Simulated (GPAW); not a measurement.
# Core-hole calculation of the B K edge in BN (P6_3/mmc), part 2 of 2

What does one-electron theory with a core hole give for the B K edge of BN (P6_3/mmc)?

GPAW 26.7.0; X-ray absorption from dipole matrix elements to empty bands, plane-wave PAW LDA.

So far. Step 2 (The field without a hole): The mesh shows a gap of 4.13 eV, so the hole is first treated in a charged cell, without the excited electron. Step 3 (Spectrum without a core hole, B atom 3): Main maxima below 24 eV (height): 1.0 eV (1.43), 7.6 eV (1.84), 11.1 eV (1.31), 13.4 eV (1.16), 16.4 eV (1.22) and 23.4 eV (1.71).

The database entry behind the starting cell differs from later determinations by our own check (about 0.3 % short, minor phase), so it need not match the best structure at ambient conditions.

## (5) Spectrum with FCH, B atom 3 (continued)

The B K spectrum, B atom 3, full core hole (charged cell) (energy from the lowest empty level; intensity scaled to a mean of 1 over the first 20 eV; polarised curves are means over the symmetry-equivalent atoms):

| E (eV) | isotropic | ε ⊥ c | ε ∥ c |
| --- | --- | --- | --- |
| -2.0 | 0.00 | 0.00 | 0.00 |
| -1.5 | 0.00 | 0.00 | 0.00 |
| -1.0 | 0.01 | 0.00 | 0.02 |
| -0.5 | 0.11 | 0.00 | 0.34 |
| 0.0 | 0.89 | 0.00 | 2.66 |
| 0.5 | 2.79 | 0.00 | 8.36 |
| 1.0 | 3.12 | 0.00 | 9.35 |
| 1.5 | 0.99 | 0.00 | 2.98 |
| 2.0 | 0.07 | 0.00 | 0.22 |
| 2.5 | 0.01 | 0.00 | 0.03 |
| 3.0 | 0.10 | 0.00 | 0.29 |
| 3.5 | 0.24 | 0.00 | 0.72 |
| 4.0 | 0.29 | 0.02 | 0.82 |
| 4.5 | 0.23 | 0.11 | 0.48 |
| 5.0 | 0.44 | 0.47 | 0.39 |
| 5.5 | 1.02 | 1.34 | 0.37 |
| 6.0 | 1.65 | 2.34 | 0.27 |
| 6.5 | 2.03 | 2.92 | 0.24 |
| 7.0 | 2.08 | 2.96 | 0.32 |
| 7.5 | 1.70 | 2.34 | 0.41 |
| 8.0 | 1.49 | 1.95 | 0.56 |
| 8.5 | 1.77 | 2.24 | 0.81 |
| 9.0 | 1.93 | 2.40 | 0.99 |
| 9.5 | 1.64 | 1.97 | 1.00 |
| 10.0 | 1.22 | 1.40 | 0.86 |
| 10.5 | 0.99 | 1.14 | 0.68 |
| 11.0 | 0.91 | 1.09 | 0.56 |
| 11.5 | 0.86 | 1.03 | 0.54 |
| 12.0 | 0.82 | 0.95 | 0.57 |
| 12.5 | 0.82 | 0.94 | 0.59 |
| 13.0 | 0.84 | 0.97 | 0.58 |
| 13.5 | 0.83 | 0.97 | 0.56 |
| 14.0 | 0.81 | 0.94 | 0.53 |
| 14.5 | 0.80 | 0.95 | 0.50 |
| 15.0 | 0.84 | 1.03 | 0.47 |
| 15.5 | 0.89 | 1.12 | 0.44 |
| 16.0 | 0.91 | 1.15 | 0.42 |
| 16.5 | 0.86 | 1.09 | 0.41 |
| 17.0 | 0.76 | 0.94 | 0.41 |
| 17.5 | 0.63 | 0.75 | 0.39 |
| 18.0 | 0.51 | 0.58 | 0.37 |
| 18.5 | 0.43 | 0.46 | 0.37 |
| 19.0 | 0.40 | 0.41 | 0.38 |
| 19.5 | 0.43 | 0.44 | 0.39 |
| 20.0 | 0.50 | 0.55 | 0.41 |
| 20.5 | 0.62 | 0.72 | 0.42 |
| 21.0 | 0.75 | 0.92 | 0.41 |
| 21.5 | 0.88 | 1.12 | 0.39 |
| 22.0 | 0.97 | 1.27 | 0.38 |
| 22.5 | 1.02 | 1.34 | 0.38 |
| 23.0 | 1.01 | 1.32 | 0.38 |
| 23.5 | 0.94 | 1.21 | 0.40 |
| 24.0 | 0.84 | 1.04 | 0.43 |
| 24.5 | 0.72 | 0.85 | 0.45 |
| 25.0 | 0.60 | 0.67 | 0.46 |
| 25.5 | 0.50 | 0.52 | 0.46 |
| 26.0 | 0.42 | 0.41 | 0.45 |
| 26.5 | 0.37 | 0.33 | 0.44 |
| 27.0 | 0.33 | 0.27 | 0.44 |
| 27.5 | 0.30 | 0.23 | 0.45 |
| 28.0 | 0.28 | 0.19 | 0.47 |
| 28.5 | 0.27 | 0.16 | 0.51 |
| 29.0 | 0.27 | 0.13 | 0.55 |
| 29.5 | 0.27 | 0.11 | 0.60 |

Main maxima below 24 eV (height): 0.8 eV (3.42), 6.8 eV (2.12), 8.9 eV (1.94), 15.9 eV (0.91) and 22.6 eV (1.02). A K edge sees empty p states; at this planar three-fold site the curve for the electric vector normal to the plane peaks at 0.8 eV, where it is mainly π* that absorbs: that direction carries over 70 % of the weight there.

The hole costs E(hole) − E(ground) = 186.91 eV, and the lowest empty level of the hole cell on the spectrum's mesh lies at 5.26 eV, which puts the zero at 192.18 eV. One term is added: -5.56 eV, since the hole is spin-paired here and a spin-polarised one costs that much less in the free atom (computed apart). The photon energy is then 186.62 eV. The functional and the charged cell's background leave an error in such absolute values: in the free atom LDA prices this hole 2.2 eV below PBE (computed apart), and PBE is itself good to a few eV.

## (6) Excitation energy, B atom 3

With the excited electron kept in the cell the system stays neutral, and the energy difference is an excitation energy by itself. In a small cell that electron takes up a good share of the lowest empty band, or all of one, which shifts the value from the true onset.

Changed against the first core-hole run: core hole to XCH, with the smearing that suits a partly filled band.

File scf.py:

```python
import numpy as np
from ase import Atoms
from ase.parallel import parprint, paropen
from gpaw import GPAW, PW, FermiDirac, Mixer, MixerDif, setup_paths
from gpaw.test import gen
setup_paths.insert(0, '.')
gen('B', name='fch1s', xcname='LDA', corehole=(1, 0, 1), write_xml=True)
from gpaw.mpi import world
world.barrier()

atoms = Atoms('N8B8',
    cell=[[4.99648, 0, 0],
     [-2.49824, 4.32707861, 0],
     [0, 0, 6.6357]],
    scaled_positions=[[0.33333333, 0.16666667, 0.25],
     [0.33333333, 0.66666667, 0.25],
     [0.83333333, 0.16666667, 0.25],
     [0.83333333, 0.66666667, 0.25],
     [0.16666667, 0.33333333, 0.75],
     [0.16666667, 0.83333333, 0.75],
     [0.66666667, 0.33333333, 0.75],
     [0.66666667, 0.83333333, 0.75],
     [0.33333333, 0.16666667, 0.75],
     [0.33333333, 0.66666667, 0.75],
     [0.83333333, 0.16666667, 0.75],
     [0.83333333, 0.66666667, 0.75],
     [0.16666667, 0.33333333, 0.25],
     [0.16666667, 0.83333333, 0.25],
     [0.66666667, 0.33333333, 0.25],
     [0.66666667, 0.83333333, 0.25]],
    pbc=True)
atoms.calc = calc = GPAW(legacy_gpaw=True, mode=PW(500), xc='LDA', setups={8: 'fch1s'},
    kpts={'size': (4, 4, 3), 'gamma': True}, occupations=FermiDirac(0.04),
    charge=-1, mixer=Mixer(0.1, 5, 50), maxiter=150,
    convergence={'density': 0.0001}, txt='scf.txt')
energy = atoms.get_potential_energy() + calc.get_reference_energy()
ef = calc.get_fermi_level()
out = dict(energy=energy, fermi=ef, forces=atoms.get_forces().tolist())
parprint(f'all-electron energy {energy:.4f} eV, Fermi level {ef:.4f} eV')
ev = np.array([[calc.get_eigenvalues(k, s) for k in range(len(calc.get_ibz_k_points()))] for s in range(calc.get_number_of_spins())])
out['homo'], out['lumo'], out['counts'] = ev[ev < ef].max(), ev[ev > ef].min(), sorted(set((ev < ef).sum((0, 2)).tolist()))
out['filled'] = (ev[:, 0] < ef).sum(1).tolist()
import json
with paropen('out.json', 'w') as f:
    json.dump(out, f)
```

Launch:

```
OMP_NUM_THREADS=1 mpirun -n 2 gpaw python scf.py
```

Elapsed: 21 s, on 2 MPI ranks of AMD EPYC 9R45 (Zen 5), shared host; peak memory 0.28 GiB.

The total-energy difference is 193.36 eV. With the free-atom term of -5.56 eV for this edge, the photon energy is 187.80 eV.

## (7) What the core hole does

Both curves are counted from their own zero, so only the shift of weight within the empty states shows.

| E (eV) | no hole | FCH |
| --- | --- | --- |
| -2.0 | 0.00 | 0.00 |
| -1.0 | 0.00 | 0.01 |
| 0.0 | 0.46 | 0.89 |
| 1.0 | 1.43 | 3.12 |
| 2.0 | 0.81 | 0.07 |
| 3.0 | 0.61 | 0.10 |
| 4.0 | 0.26 | 0.29 |
| 5.0 | 0.41 | 0.44 |
| 6.0 | 0.61 | 1.65 |
| 7.0 | 1.56 | 2.08 |
| 8.0 | 1.75 | 1.49 |
| 9.0 | 1.16 | 1.93 |
| 10.0 | 1.01 | 1.22 |
| 11.0 | 1.30 | 0.91 |
| 12.0 | 1.18 | 0.82 |
| 13.0 | 1.15 | 0.84 |
| 14.0 | 1.12 | 0.81 |
| 15.0 | 1.06 | 0.84 |
| 16.0 | 1.19 | 0.91 |
| 17.0 | 1.15 | 0.76 |
| 18.0 | 0.85 | 0.51 |
| 19.0 | 0.63 | 0.40 |
| 20.0 | 0.68 | 0.50 |
| 21.0 | 0.97 | 0.75 |
| 22.0 | 1.39 | 0.97 |
| 23.0 | 1.69 | 1.01 |
| 24.0 | 1.64 | 0.84 |
| 25.0 | 1.33 | 0.60 |
| 26.0 | 0.97 | 0.42 |
| 27.0 | 0.69 | 0.33 |
| 28.0 | 0.54 | 0.28 |
| 29.0 | 0.50 | 0.27 |

With each curve scaled to its own mean, the area from −2 to 6 eV with the hole is 5.5 against 4.3, and the centre of weight from −1 to 20 eV moves by -1.5 eV: the hole pulls the absorber's empty states down.

## (8) Against the measurement

Features are paired by their description (first, strongest, rising edge, steepest rise) or, failing that, by nearness after a common offset; their character isn't checked.

GPAW LDA (Gaussian full width 0.9 eV up to 4 eV, rising linearly to 3.5 eV at 25 eV):

| measured feature | measured (eV) | computed feature | computed (eV) | difference (eV) |
| --- | --- | --- | --- | --- |
| B K-edge, 1s to pi* resonance | 192 | first maximum | 187.4 | -4.6 |

## (9) What came out

```
absorber and edge                               : B K, atom 3 of the ground-state input (counted from 1)
surroundings                                    : 3 N at 1.44 Å (trigonal planar, site symmetry -6m2)
highest intensity below 16 eV                   : 0.8 eV above the zero, height 3.42
photon energy of the zero, with the added terms : 186.6 eV (raw 192.2 eV; LDA puts this hole about 2 eV below PBE, itself good to a few eV)
```

GPAW LDA lies 4.6 eV below the measured energy, of which about 2 eV is this functional's underpricing of the hole against PBE in the free atom. Energy scales of different experiments differ by up to about 1 eV. The B K edge of atom 3, with 3 N at 1.44 Å (trigonal planar, site symmetry -6m2), has its highest intensity of the first 16 eV at 0.8 eV above the zero, near 187 eV in photon energy (LDA puts this hole about 2 eV below PBE, itself good to a few eV), 3.4 times the mean level of the first 20 eV (Gaussian full width 0.9 eV up to 4 eV, rising linearly to 3.5 eV at 25 eV). With each curve scaled to its own mean, the area from −2 to 6 eV with the hole is 5.5 against 4.3, and the centre of weight from −1 to 20 eV moves by -1.5 eV: the hole pulls the absorber's empty states down. The neutral-cell energy lies +1.2 eV from the charged-cell zero, a gap made of the charged-cell error and of where the added electron settles. At the B K edge of atom 3 polarisation matters most near 0.8 eV, where the curves differ by 10.2 on this scale. The holes are only 5.0 Å apart, so the shape is probably not converged with cell size; no larger cell was run here. The mesh is coarse (0.29 Å⁻¹ between points), so small maxima may be mesh ripples. Lifetime broadening is put in by hand, and intensities beyond about 20 eV depend on it and on the partial waves. The structure is a published determination, not relaxed.

[Logs are printed without paths, hosts, clocks, repeated set-up lines and the standing remarks that a program may print on its own settings, such as how far it seeks lower states.]

[Hosts, paths, dates, database ids (printed as entryN), source tags and the programs' standing remarks are cut or masked in the printed files.]

[Lists of maxima count a maximum above −3 eV only where it reaches 4 % of the highest in the window and stands out from its surroundings by 2 % of it (1.5 % where it reaches 55 %); shoulders and weaker maxima are passed over, and of the rest the first, up to two pre-edge ones and the few strongest are named.]
